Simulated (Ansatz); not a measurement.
# Resistivity from frozen vibrations: Zn(0001) with 2 thermally displaced layers, 2x2, part 2 of 2

Aim: the resistivity of Zn at 500 K from frozen thermal displacements between perfect leads.

Ansatz 0.2.0; Ansatz plane-wave DFT, PBE, PAW files; ballistic transport by layer matching (Landauer), zero bias; PAW set soft_1.

So far, open channels per spin nearest the Fermi level: step 2 (with 2 displaced layers) 2.77.

### Step 3. With 6 displaced layers

Each atom of 6 layers is moved at random, by amounts drawn from a normal law 0.1026 Å wide in each direction from the Debye model (327 K) at 500 K. A fresh draw is used; the growth of the resistance with length is what counts.

System of this step: Zn(0001) with 6 thermally displaced layers, 2x2. The cell holds 64 atoms: 64 Zn. Cell: a = 5.330 Å, b = 5.330 Å, c = 39.574 Å, α = 90.0°, β = 90.0°, γ = 120.0°. It derives from Zn. Regions: lead, 40 atoms (40 Zn); scattering region, 24 atoms (24 Zn). The structure is stacked along c, and the current runs across the ab planes.

File input.yaml:

```yaml
crystal:
  lattice:
    - [5.3296, 0.0, 0.0]
    - [-2.6648, 4.615568992, 0.0]
    - [0.0, 0.0, 39.5736]
  atoms:
    - { symbol: Zn, position: [0.1666666667, 0.3333333333, 0.03125] }
    - { symbol: Zn, position: [0.1666666667, 0.8333333333, 0.03125] }
    - { symbol: Zn, position: [0.6666666667, 0.3333333333, 0.03125] }
    - { symbol: Zn, position: [0.6666666667, 0.8333333333, 0.03125] }
    - { symbol: Zn, position: [0.3333333333, 0.1666666667, 0.09375] }
    - { symbol: Zn, position: [0.3333333333, 0.6666666667, 0.09375] }
    - { symbol: Zn, position: [0.8333333333, 0.1666666667, 0.09375] }
    - { symbol: Zn, position: [0.8333333333, 0.6666666667, 0.09375] }
    - { symbol: Zn, position: [0.1666666667, 0.3333333333, 0.15625] }
    - { symbol: Zn, position: [0.1666666667, 0.8333333333, 0.15625] }
    - { symbol: Zn, position: [0.6666666667, 0.3333333333, 0.15625] }
    - { symbol: Zn, position: [0.6666666667, 0.8333333333, 0.15625] }
    - { symbol: Zn, position: [0.3333333333, 0.1666666667, 0.21875] }
    - { symbol: Zn, position: [0.3333333333, 0.6666666667, 0.21875] }
    - { symbol: Zn, position: [0.8333333333, 0.1666666667, 0.21875] }
    - { symbol: Zn, position: [0.8333333333, 0.6666666667, 0.21875] }
    - { symbol: Zn, position: [0.1666666667, 0.3333333333, 0.28125] }
    - { symbol: Zn, position: [0.1666666667, 0.8333333333, 0.28125] }
    - { symbol: Zn, position: [0.6666666667, 0.3333333333, 0.28125] }
    - { symbol: Zn, position: [0.6666666667, 0.8333333333, 0.28125] }
    - { symbol: Zn, position: [0.3517748036, 0.1687569167, 0.34182197] }
    - { symbol: Zn, position: [0.3104969931, 0.6564896853, 0.3443210064] }
    - { symbol: Zn, position: [0.8115677219, 0.1620159002, 0.3433371003] }
    - { symbol: Zn, position: [0.8461336745, 0.6714393532, 0.3446715466] }
    - { symbol: Zn, position: [0.1526362759, 0.3304515306, 0.4082829923] }
    - { symbol: Zn, position: [0.1814258265, 0.8053395306, 0.4101758822] }
    - { symbol: Zn, position: [0.7012672961, 0.3507048495, 0.406935782] }
    - { symbol: Zn, position: [0.6768307388, 0.8657506638, 0.4113333095] }
    - { symbol: Zn, position: [0.3826437391, 0.1959064119, 0.469676753] }
    - { symbol: Zn, position: [0.3100176059, 0.6665676344, 0.47045236] }
    - { symbol: Zn, position: [0.8129184261, 0.1754517289, 0.4698647154] }
    - { symbol: Zn, position: [0.8335719397, 0.6403392326, 0.4670340838] }
    - { symbol: Zn, position: [0.1452585261, 0.3073241995, 0.5357605001] }
    - { symbol: Zn, position: [0.1607750122, 0.8406475761, 0.5305794739] }
    - { symbol: Zn, position: [0.7118348007, 0.3626899666, 0.5328923996] }
    - { symbol: Zn, position: [0.624816419, 0.8344901348, 0.5330229238] }
    - { symbol: Zn, position: [0.3457954346, 0.1529282492, 0.5984748098] }
    - { symbol: Zn, position: [0.300554257, 0.6519583894, 0.5961747562] }
    - { symbol: Zn, position: [0.8565382728, 0.2111874494, 0.5942388649] }
    - { symbol: Zn, position: [0.8169438278, 0.6582719977, 0.5909204579] }
    - { symbol: Zn, position: [0.1490731164, 0.3473497721, 0.6577570696] }
    - { symbol: Zn, position: [0.1832045607, 0.8165555842, 0.6606301656] }
    - { symbol: Zn, position: [0.6786355419, 0.3683384015, 0.6551277069] }
    - { symbol: Zn, position: [0.6552817521, 0.8388870096, 0.6589247471] }
    - { symbol: Zn, position: [0.3333333333, 0.1666666667, 0.71875] }
    - { symbol: Zn, position: [0.3333333333, 0.6666666667, 0.71875] }
    - { symbol: Zn, position: [0.8333333333, 0.1666666667, 0.71875] }
    - { symbol: Zn, position: [0.8333333333, 0.6666666667, 0.71875] }
    - { symbol: Zn, position: [0.1666666667, 0.3333333333, 0.78125] }
    - { symbol: Zn, position: [0.1666666667, 0.8333333333, 0.78125] }
    - { symbol: Zn, position: [0.6666666667, 0.3333333333, 0.78125] }
    - { symbol: Zn, position: [0.6666666667, 0.8333333333, 0.78125] }
    - { symbol: Zn, position: [0.3333333333, 0.1666666667, 0.84375] }
    - { symbol: Zn, position: [0.3333333333, 0.6666666667, 0.84375] }
    - { symbol: Zn, position: [0.8333333333, 0.1666666667, 0.84375] }
    - { symbol: Zn, position: [0.8333333333, 0.6666666667, 0.84375] }
    - { symbol: Zn, position: [0.1666666667, 0.3333333333, 0.90625] }
    - { symbol: Zn, position: [0.1666666667, 0.8333333333, 0.90625] }
    - { symbol: Zn, position: [0.6666666667, 0.3333333333, 0.90625] }
    - { symbol: Zn, position: [0.6666666667, 0.8333333333, 0.90625] }
    - { symbol: Zn, position: [0.3333333333, 0.1666666667, 0.96875] }
    - { symbol: Zn, position: [0.3333333333, 0.6666666667, 0.96875] }
    - { symbol: Zn, position: [0.8333333333, 0.1666666667, 0.96875] }
    - { symbol: Zn, position: [0.8333333333, 0.6666666667, 0.96875] }
kpoints:
  mp_grid: { grid: [5, 5, 1] }
hamiltonian:
  xc: pbe
  pseudopotentials: { kind: paw, azcp: { folder: soft_1 } }
scf:
  occupations: { method: fermi_dirac, width: 0.1 }
output:
  transmission:
    leads: [[0, 8]]
    kmesh: [10, 10]
    e_range: [-0.05, 0.05]
    de: 0.05
  write_potential: true
  write_density: true
  volumetric_format: npy
```

Command:

```sh
$ ansatz run input.yaml --threads 4 --pin off --max-ram 15360MiB --backend cpu --events-out ev --progress --plain --runs-dir out
```

Numbers of over 12 decimals in the logs are rounded to 6 here.

Log:

```text
[...]
Crystal: 64 atoms, lattice volume = 973.476 Å³
Basis set: ecut = 420 eV, 18967 PW (Γ)
Bands: 461, of which v1, the nominal top of the filled ones, is band 384 counted from 1 (383 counted from 0)
Symmetry: 1 space group operations
[...]
k-points: 13 of 25 (time reversal used)
[...]
SCF iter   1: F=—  HF=-212424.180152 eV  |F-HF|=—  |Δ(HF+E_count)|=         —  Δρ=5.62e-2  dr2=2.48e1  ethr=3.10e-3  ⟨swp⟩=6.0  Hψ=25889  notcnv=0  defer=277
[...]
SCF iter  13: F=-212417.352068 eV  HF=-212417.352068 eV  |F-HF|=1.03e-7  |Δ(HF+E_count)|=   2.09e-8  Δρ=2.62e-6  dr2=7.65e-8  ethr=1.30e-11  ⟨swp⟩=12.5  Hψ=28872  notcnv=0
SCF 1 converged in 13 iterations: F = -212417.352068 eV  dr2 = 7.65e-8
[...]
transmission: 321 of 3172 steps passed
transmission: 642 of 3172 steps passed
[...]
transmission: 3172 of 3172 steps passed
SCF converged after 13 iterations
Free energy (F): -212417.352068 eV
[...]
Internal energy: -212417.121929 eV  (E = F + TS)
E sigma→0 (E₀):  -212417.236998 eV
Entropy (-TS):   -0.230139 eV (-3.596 meV/atom)
Fermi energy:    11.064726 eV
[...]
--- Band table (eV; the first three rows and the last of 13) ---
  k-point 0: bands = [... 380 lower, 9.1605, 9.2196, 9.2545, 9.3481, 9.3751, 9.4755, 9.5505, 11.0472, ... 73 higher]
  k-point 1: bands = [... 380 lower, 10.2438, 10.2589, 10.2865, 10.3130, 10.3473, 10.3774, 11.0283, 11.4743, ... 73 higher]
  k-point 2: bands = [... 380 lower, 10.5232, 10.7211, 11.3243, 11.3650, 11.3687, 11.4126, 11.9248, 11.9562, ... 73 higher]
  k-point 12: bands = [... 380 lower, 10.1900, 10.2372, 10.2508, 10.3656, 10.3834, 10.6784, 10.7625, 11.7206, ... 73 higher]
--- Transmission ---
  basis      : 211 plane waves across, 61 finite elements along
  points     : 52, standing for a mesh of 10 x 10
[...]
channels       : 2.710000e0 a spin
[...]
junction   : crystal 0 to crystal 0, 0.70 to 35.32 Å
    transmission   : 2.476972e0 a spin
[...]
```

The job ended after 9.3 min (4 threads of Intel Xeon Platinum 8488C (Sapphire Rapids), shared host; peak memory 9.1 GiB; 34 min of CPU time).

Numbers from this step:

```
free energy                                    : -212417.3521 eV
energy at zero smearing                        : -212417.2370 eV
Fermi energy                                   : 11.06 eV
transmission per spin nearest the Fermi level  : 2.477
open channels per spin nearest the Fermi level : 2.71
step of the lead's potential                   : 12.5 meV
```

Per spin. Transmission, zone mean against energy, zero at the Fermi level:

| energy (eV) | transmission, zone mean |
| --- | --- |
| -0.0500 | 2.50 |
| 0.0000 | 2.48 |
| 0.0500 | 2.47 |

Over the solved energies the transmission per spin lies between 2.47 and 2.50, out of 2.75 channels of the lead on average (up to 2.77).

### Step 4. With 10 displaced layers

Each atom of 10 layers is moved at random, by amounts drawn from a normal law 0.1026 Å wide in each direction from the Debye model (327 K) at 500 K. A fresh draw is used; the growth of the resistance with length is what counts.

System of this step: Zn(0001) with 10 thermally displaced layers, 2x2. The cell holds 80 atoms: 80 Zn. Cell: a = 5.330 Å, b = 5.330 Å, c = 49.467 Å, α = 90.0°, β = 90.0°, γ = 120.0°. It derives from Zn. Regions: lead, 40 atoms (40 Zn); scattering region, 40 atoms (40 Zn). The structure is stacked along c, and the current runs across the ab planes.

File input.yaml:

```yaml
crystal:
  lattice:
    - [5.3296, 0.0, 0.0]
    - [-2.6648, 4.615568992, 0.0]
    - [0.0, 0.0, 49.467]
  atoms:
    - { symbol: Zn, position: [0.1666666667, 0.3333333333, 0.025] }
    - { symbol: Zn, position: [0.1666666667, 0.8333333333, 0.025] }
    - { symbol: Zn, position: [0.6666666667, 0.3333333333, 0.025] }
    - { symbol: Zn, position: [0.6666666667, 0.8333333333, 0.025] }
    - { symbol: Zn, position: [0.3333333333, 0.1666666667, 0.075] }
    - { symbol: Zn, position: [0.3333333333, 0.6666666667, 0.075] }
    - { symbol: Zn, position: [0.8333333333, 0.1666666667, 0.075] }
    - { symbol: Zn, position: [0.8333333333, 0.6666666667, 0.075] }
    - { symbol: Zn, position: [0.1666666667, 0.3333333333, 0.125] }
    - { symbol: Zn, position: [0.1666666667, 0.8333333333, 0.125] }
    - { symbol: Zn, position: [0.6666666667, 0.3333333333, 0.125] }
    - { symbol: Zn, position: [0.6666666667, 0.8333333333, 0.125] }
    - { symbol: Zn, position: [0.3333333333, 0.1666666667, 0.175] }
    - { symbol: Zn, position: [0.3333333333, 0.6666666667, 0.175] }
    - { symbol: Zn, position: [0.8333333333, 0.1666666667, 0.175] }
    - { symbol: Zn, position: [0.8333333333, 0.6666666667, 0.175] }
    - { symbol: Zn, position: [0.1666666667, 0.3333333333, 0.225] }
    - { symbol: Zn, position: [0.1666666667, 0.8333333333, 0.225] }
    - { symbol: Zn, position: [0.6666666667, 0.3333333333, 0.225] }
    - { symbol: Zn, position: [0.6666666667, 0.8333333333, 0.225] }
    - { symbol: Zn, position: [0.3299243141, 0.1536481398, 0.2722175769] }
    - { symbol: Zn, position: [0.3119352931, 0.6778432132, 0.277053206] }
    - { symbol: Zn, position: [0.818226233, 0.1427794605, 0.2768111668] }
    - { symbol: Zn, position: [0.8007522055, 0.6508124581, 0.2762883306] }
    - { symbol: Zn, position: [0.1276353622, 0.3419237951, 0.3237933589] }
    - { symbol: Zn, position: [0.1679292845, 0.8316502012, 0.3254192958] }
    - { symbol: Zn, position: [0.6716022499, 0.3164718971, 0.3279478937] }
    - { symbol: Zn, position: [0.690027313, 0.8520927109, 0.3274165649] }
    - { symbol: Zn, position: [0.3578819035, 0.1854337376, 0.3751568225] }
    - { symbol: Zn, position: [0.3043594779, 0.6636641018, 0.3734036059] }
    - { symbol: Zn, position: [0.8088115912, 0.1724130526, 0.3738205175] }
    - { symbol: Zn, position: [0.801909483, 0.6434767963, 0.3755568438] }
    - { symbol: Zn, position: [0.1882745287, 0.3627365793, 0.4249711334] }
    - { symbol: Zn, position: [0.2023161554, 0.8645109996, 0.4273860724] }
    - { symbol: Zn, position: [0.6347818194, 0.3606516331, 0.4257045576] }
    - { symbol: Zn, position: [0.6789532935, 0.841587127, 0.4257940476] }
    - { symbol: Zn, position: [0.3354936615, 0.1586866624, 0.4710549686] }
    - { symbol: Zn, position: [0.3223011731, 0.6487966589, 0.4772408496] }
    - { symbol: Zn, position: [0.8287011126, 0.1685226405, 0.4732374527] }
    - { symbol: Zn, position: [0.8233730706, 0.666410243, 0.4719185197] }
    - { symbol: Zn, position: [0.1712771732, 0.3309749448, 0.5225401688] }
    - { symbol: Zn, position: [0.1261921689, 0.8447404284, 0.524382648] }
    - { symbol: Zn, position: [0.6538360323, 0.3280827201, 0.5287683644] }
    - { symbol: Zn, position: [0.6666706849, 0.8352592081, 0.5219149977] }
    - { symbol: Zn, position: [0.3752525152, 0.1870659048, 0.5772134063] }
    - { symbol: Zn, position: [0.3444416297, 0.6870473797, 0.5757695466] }
    - { symbol: Zn, position: [0.8434483939, 0.1632828399, 0.5719423505] }
    - { symbol: Zn, position: [0.8316332082, 0.6236451741, 0.5745022401] }
    - { symbol: Zn, position: [0.1511352117, 0.3101465965, 0.6262719526] }
    - { symbol: Zn, position: [0.1579526923, 0.8236200933, 0.626078436] }
    - { symbol: Zn, position: [0.6729312699, 0.364215627, 0.62572911] }
    - { symbol: Zn, position: [0.6359191781, 0.7901049478, 0.6222870048] }
    - { symbol: Zn, position: [0.3536977323, 0.1655415464, 0.6744126438] }
    - { symbol: Zn, position: [0.3507151131, 0.6381485085, 0.6737850255] }
    - { symbol: Zn, position: [0.8307518945, 0.1797031686, 0.6736234652] }
    - { symbol: Zn, position: [0.8036776745, 0.6309781068, 0.6765130695] }
    - { symbol: Zn, position: [0.176893073, 0.3227416712, 0.7253388564] }
    - { symbol: Zn, position: [0.136531629, 0.8228431372, 0.7278586237] }
    - { symbol: Zn, position: [0.6949642381, 0.3847014775, 0.7233669318] }
    - { symbol: Zn, position: [0.6756666423, 0.8289864972, 0.7261738156] }
    - { symbol: Zn, position: [0.3333333333, 0.1666666667, 0.775] }
    - { symbol: Zn, position: [0.3333333333, 0.6666666667, 0.775] }
    - { symbol: Zn, position: [0.8333333333, 0.1666666667, 0.775] }
    - { symbol: Zn, position: [0.8333333333, 0.6666666667, 0.775] }
    - { symbol: Zn, position: [0.1666666667, 0.3333333333, 0.825] }
    - { symbol: Zn, position: [0.1666666667, 0.8333333333, 0.825] }
    - { symbol: Zn, position: [0.6666666667, 0.3333333333, 0.825] }
    - { symbol: Zn, position: [0.6666666667, 0.8333333333, 0.825] }
    - { symbol: Zn, position: [0.3333333333, 0.1666666667, 0.875] }
    - { symbol: Zn, position: [0.3333333333, 0.6666666667, 0.875] }
    - { symbol: Zn, position: [0.8333333333, 0.1666666667, 0.875] }
    - { symbol: Zn, position: [0.8333333333, 0.6666666667, 0.875] }
    - { symbol: Zn, position: [0.1666666667, 0.3333333333, 0.925] }
    - { symbol: Zn, position: [0.1666666667, 0.8333333333, 0.925] }
    - { symbol: Zn, position: [0.6666666667, 0.3333333333, 0.925] }
    - { symbol: Zn, position: [0.6666666667, 0.8333333333, 0.925] }
    - { symbol: Zn, position: [0.3333333333, 0.1666666667, 0.975] }
    - { symbol: Zn, position: [0.3333333333, 0.6666666667, 0.975] }
    - { symbol: Zn, position: [0.8333333333, 0.1666666667, 0.975] }
    - { symbol: Zn, position: [0.8333333333, 0.6666666667, 0.975] }
kpoints:
  mp_grid: { grid: [5, 5, 1] }
hamiltonian:
  xc: pbe
  pseudopotentials: { kind: paw, azcp: { folder: soft_1 } }
scf:
  occupations: { method: fermi_dirac, width: 0.1 }
output:
  transmission:
    leads: [[0, 8]]
    kmesh: [10, 10]
    e_range: [-0.05, 0.05]
    de: 0.05
  write_potential: true
  write_density: true
  volumetric_format: npy
```

Log:

```text
[...]
Crystal: 80 atoms, lattice volume = 1216.845 Å³
Basis set: ecut = 420 eV, 23715 PW (Γ)
Bands: 576, of which v1, the nominal top of the filled ones, is band 480 counted from 1 (479 counted from 0)
Symmetry: 1 space group operations
[...]
k-points: 13 of 25 (time reversal used)
[...]
SCF iter   1: F=—  HF=-265529.655160 eV  |F-HF|=—  |Δ(HF+E_count)|=         —  Δρ=5.64e-2  dr2=3.12e1  ethr=3.10e-3  ⟨swp⟩=5.9  Hψ=32501  notcnv=0  defer=332
[...]
SCF iter  14: F=-265521.053095 eV  HF=-265521.053095 eV  |F-HF|=9.90e-8  |Δ(HF+E_count)|=   4.42e-9  Δρ=1.30e-6  dr2=9.13e-8  ethr=1.04e-11  ⟨swp⟩=12.5  Hψ=35644  notcnv=0
SCF 1 converged in 14 iterations: F = -265521.053095 eV  dr2 = 9.13e-8
[...]
transmission: 408 of 4056 steps passed
transmission: 813 of 4056 steps passed
[...]
transmission: 4056 of 4056 steps passed
SCF converged after 14 iterations
Free energy (F): -265521.053095 eV
[...]
Internal energy: -265520.673052 eV  (E = F + TS)
E sigma→0 (E₀):  -265520.863074 eV
Entropy (-TS):   -0.380043 eV (-4.751 meV/atom)
Fermi energy:    10.960481 eV
[...]
--- Band table (eV; the first three rows and the last of 13) ---
  k-point 0: bands = [... 476 lower, 9.2234, 9.2410, 9.2819, 9.3132, 9.3594, 9.3776, 9.4989, 10.4640, ... 92 higher]
  k-point 1: bands = [... 476 lower, 10.2509, 10.2668, 10.3250, 10.4168, 10.5484, 10.5665, 10.7546, 10.7969, ... 92 higher]
  k-point 2: bands = [... 476 lower, 10.6936, 10.7289, 11.4814, 11.5192, 11.5656, 11.5920, 11.6206, 11.6345, ... 92 higher]
  k-point 12: bands = [... 476 lower, 10.1929, 10.2536, 10.2804, 10.3619, 10.3671, 10.6841, 10.7695, 11.3122, ... 92 higher]
--- Transmission ---
  basis      : 211 plane waves across, 78 finite elements along
  points     : 52, standing for a mesh of 10 x 10
[...]
channels       : 3.010000e0 a spin
[...]
junction   : crystal 0 to crystal 0, 0.70 to 45.22 Å
    transmission   : 2.510866e0 a spin
[...]
```

Wall time 15 min (4 threads); peak memory 9.6 GiB.

This step gave:

```
free energy                                    : -265521.0531 eV
energy at zero smearing                        : -265520.8631 eV
Fermi energy                                   : 10.96 eV
transmission per spin nearest the Fermi level  : 2.511
open channels per spin nearest the Fermi level : 3.01
step of the lead's potential                   : 3 meV
```

Per spin. Transmission, zone mean against energy, zero at the Fermi level:

| energy (eV) | transmission, zone mean |
| --- | --- |
| -0.0500 | 2.44 |
| 0.0000 | 2.51 |
| 0.0500 | 2.45 |

Over the solved energies the transmission per spin lies between 2.44 and 2.51, out of 2.85 channels of the lead on average (up to 3.01).

### Step 5. The fit

This step: Ansatz plane-wave DFT, PBE, PAW files; ballistic transport by layer matching (Landauer), zero bias; resistivity from the slope of the area resistance; PAW set soft_1 (Ansatz 0.2.0).

This step gave:

| Item | Value |
| --- | --- |
| resistivity | 7.018 µΩ cm |
| intercept | 0.006151 fΩ m² |
| scatter about the fit | 0.009742 fΩ m² |

Resistance, by row:

| run | length (Å) | T | channels N | RA (fΩ m²) |
| --- | --- | --- | --- | --- |
| n2 | 4.947 | 2.803 | 2.89 | 0.03398 |
| n6 | 14.84 | 2.483 | 2.75 | 0.1241 |
| n10 | 24.73 | 2.467 | 2.85 | 0.1728 |

Table of area resistance by length of the displaced region:

| length of the displaced region (Å) | area resistance (fΩ m²) |
| --- | --- |
| 4.95 | 0.0340 |
| 14.84 | 0.124 |
| 24.73 | 0.173 |

The area resistance goes from 0.034 to 0.17 fΩ m² between 4.9 and 24.7 Å, a slope of 7.0 µΩ cm.

By hand from the end points: (0.1728 − 0.03398) fΩ m² / (24.73 − 4.95) Å = 7.0 µΩ cm, since 1 fΩ m² per Å is 1000 µΩ cm.

### Step 6. Outcome

```
resistivity from the slope  : 7.02 µΩ cm
area resistance over 4.95 Å : 0.0340 fΩ m²
area resistance over 14.8 Å : 0.124 fΩ m²
area resistance over 24.7 Å : 0.173 fΩ m²
```

The slope gives 7.0 µΩ cm. The points scatter by 0.0097 fΩ m² about the line, with one random draw a length in a 2x2 cell, so the slope is a rough value. The mean square of the displacements drawn is 0.73, 0.99 and 0.93 of the nominal one at the three lengths; with each resistance scaled back by that, the slope is 7.1 µΩ cm, the value used below. The lead's own channel count moves between the runs (2.89, 2.75 and 2.85), which shifts RA and the slope too. The current runs along the hexagonal axis, while the measured value below is not for that direction. Read with a model of isotropic scattering on a spherical Fermi surface and the lead's 0.91×10¹⁵ S/m², this slope means a mean free path near 136 Å; over these lengths the model's slope is 1.17 times its bulk resistivity, which would be 6.1 µΩ cm. Uncorrelated displacements put too much weight on short waves, which scatter strongly; with the sideways repeat of a small cell, one draw and three short lengths, the method is good to a factor of two or three. The measured value is 10.82 µΩ cm (CRC Handbook of Chemistry and Physics, 84th ed., 2003, Electrical Resistivity of Pure Metals); the scaled slope is 0.66 times that and the corrected value 0.56: low.

[Logs are printed without paths, hosts, clocks, repeated set-up lines and the standing remarks that a program may print on its own settings, such as how far it seeks lower states.]

[Hosts, paths, dates, database ids (printed as entryN), source tags and the programs' standing remarks are cut or masked in the printed files.]
